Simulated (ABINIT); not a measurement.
Planning a run of ABINIT 10.8.3 on KMgF3 (Pm-3m). The input:

```
acell 3*1.0 Angstrom
rprim 
  3.985900000000 0.000000000000 0.000000000000
  0.000000000000 3.985900000000 0.000000000000
  0.000000000000 0.000000000000 3.985900000000
ntypat 3
znucl 19 12 9
natom 5
typat 1 2 3 3 3
xred 
  0.500000000000 0.500000000000 0.500000000000
  0.000000000000 0.000000000000 0.000000000000
  0.500000000000 0.000000000000 0.000000000000
  0.000000000000 0.500000000000 0.000000000000
  0.000000000000 0.000000000000 0.500000000000
pp_dirpath "pseudos"
pseudos "K.upf, Mg.upf, F.upf"
ecut 38
ngkpt 6 6 6
nshiftk 1
shiftk 0 0 0
kptopt 1
chksymbreak 0
nband 26
occopt 1
tolvrs 1e-10
nstep 60
prtwf 0
optforces 0
optstress 0
indata_prefix "in"
outdata_prefix "out"
tmpdata_prefix "tmp"
```

```sh
OMP_NUM_THREADS=1 mpirun -n 4 abinit run.abi > log
```

**Question.** Estimate wall time and host memory on 4 MPI ranks of Arm Neoverse V1, shared host.

It took 32 s; on shared hardware allow 16 s to 63 s. Peak host memory was 0.37 GiB.

[Long decimals in the printed logs are rounded to 6 places.]

[Logs are printed without paths, hosts, clocks, repeated set-up lines and the standing remarks that a program may print on its own settings, such as how far it seeks lower states.]

[Paths, hosts, dates, memory and timing lines, banners, echoed tables and standing remarks are left out of the program output; an Ansatz launch command may be rebuilt from the run's recorded settings. Measured values are a selection of at most five: reports struck by readers or far from the other reports are left out. None is set beside runs whose start may be inverted or whose files or cutoffs have a known fault.]

[Runs of the session that timed out or met a known fault of the program may be left out.]

[Hosts, paths, dates, database ids (printed as entryN), source tags and the programs' standing remarks are cut or masked in the printed files.]

[G0W0 gaps are taken among the corrected bands and points alone; a level outside them can change the order at an edge.]

[Where Ansatz stands beside ABINIT at settings called matched, ABINIT's density can come from a denser mesh and the files from another edition; pairs whose starting gaps differed by over 0.03 eV were left out, so agreement reads better than it is.]
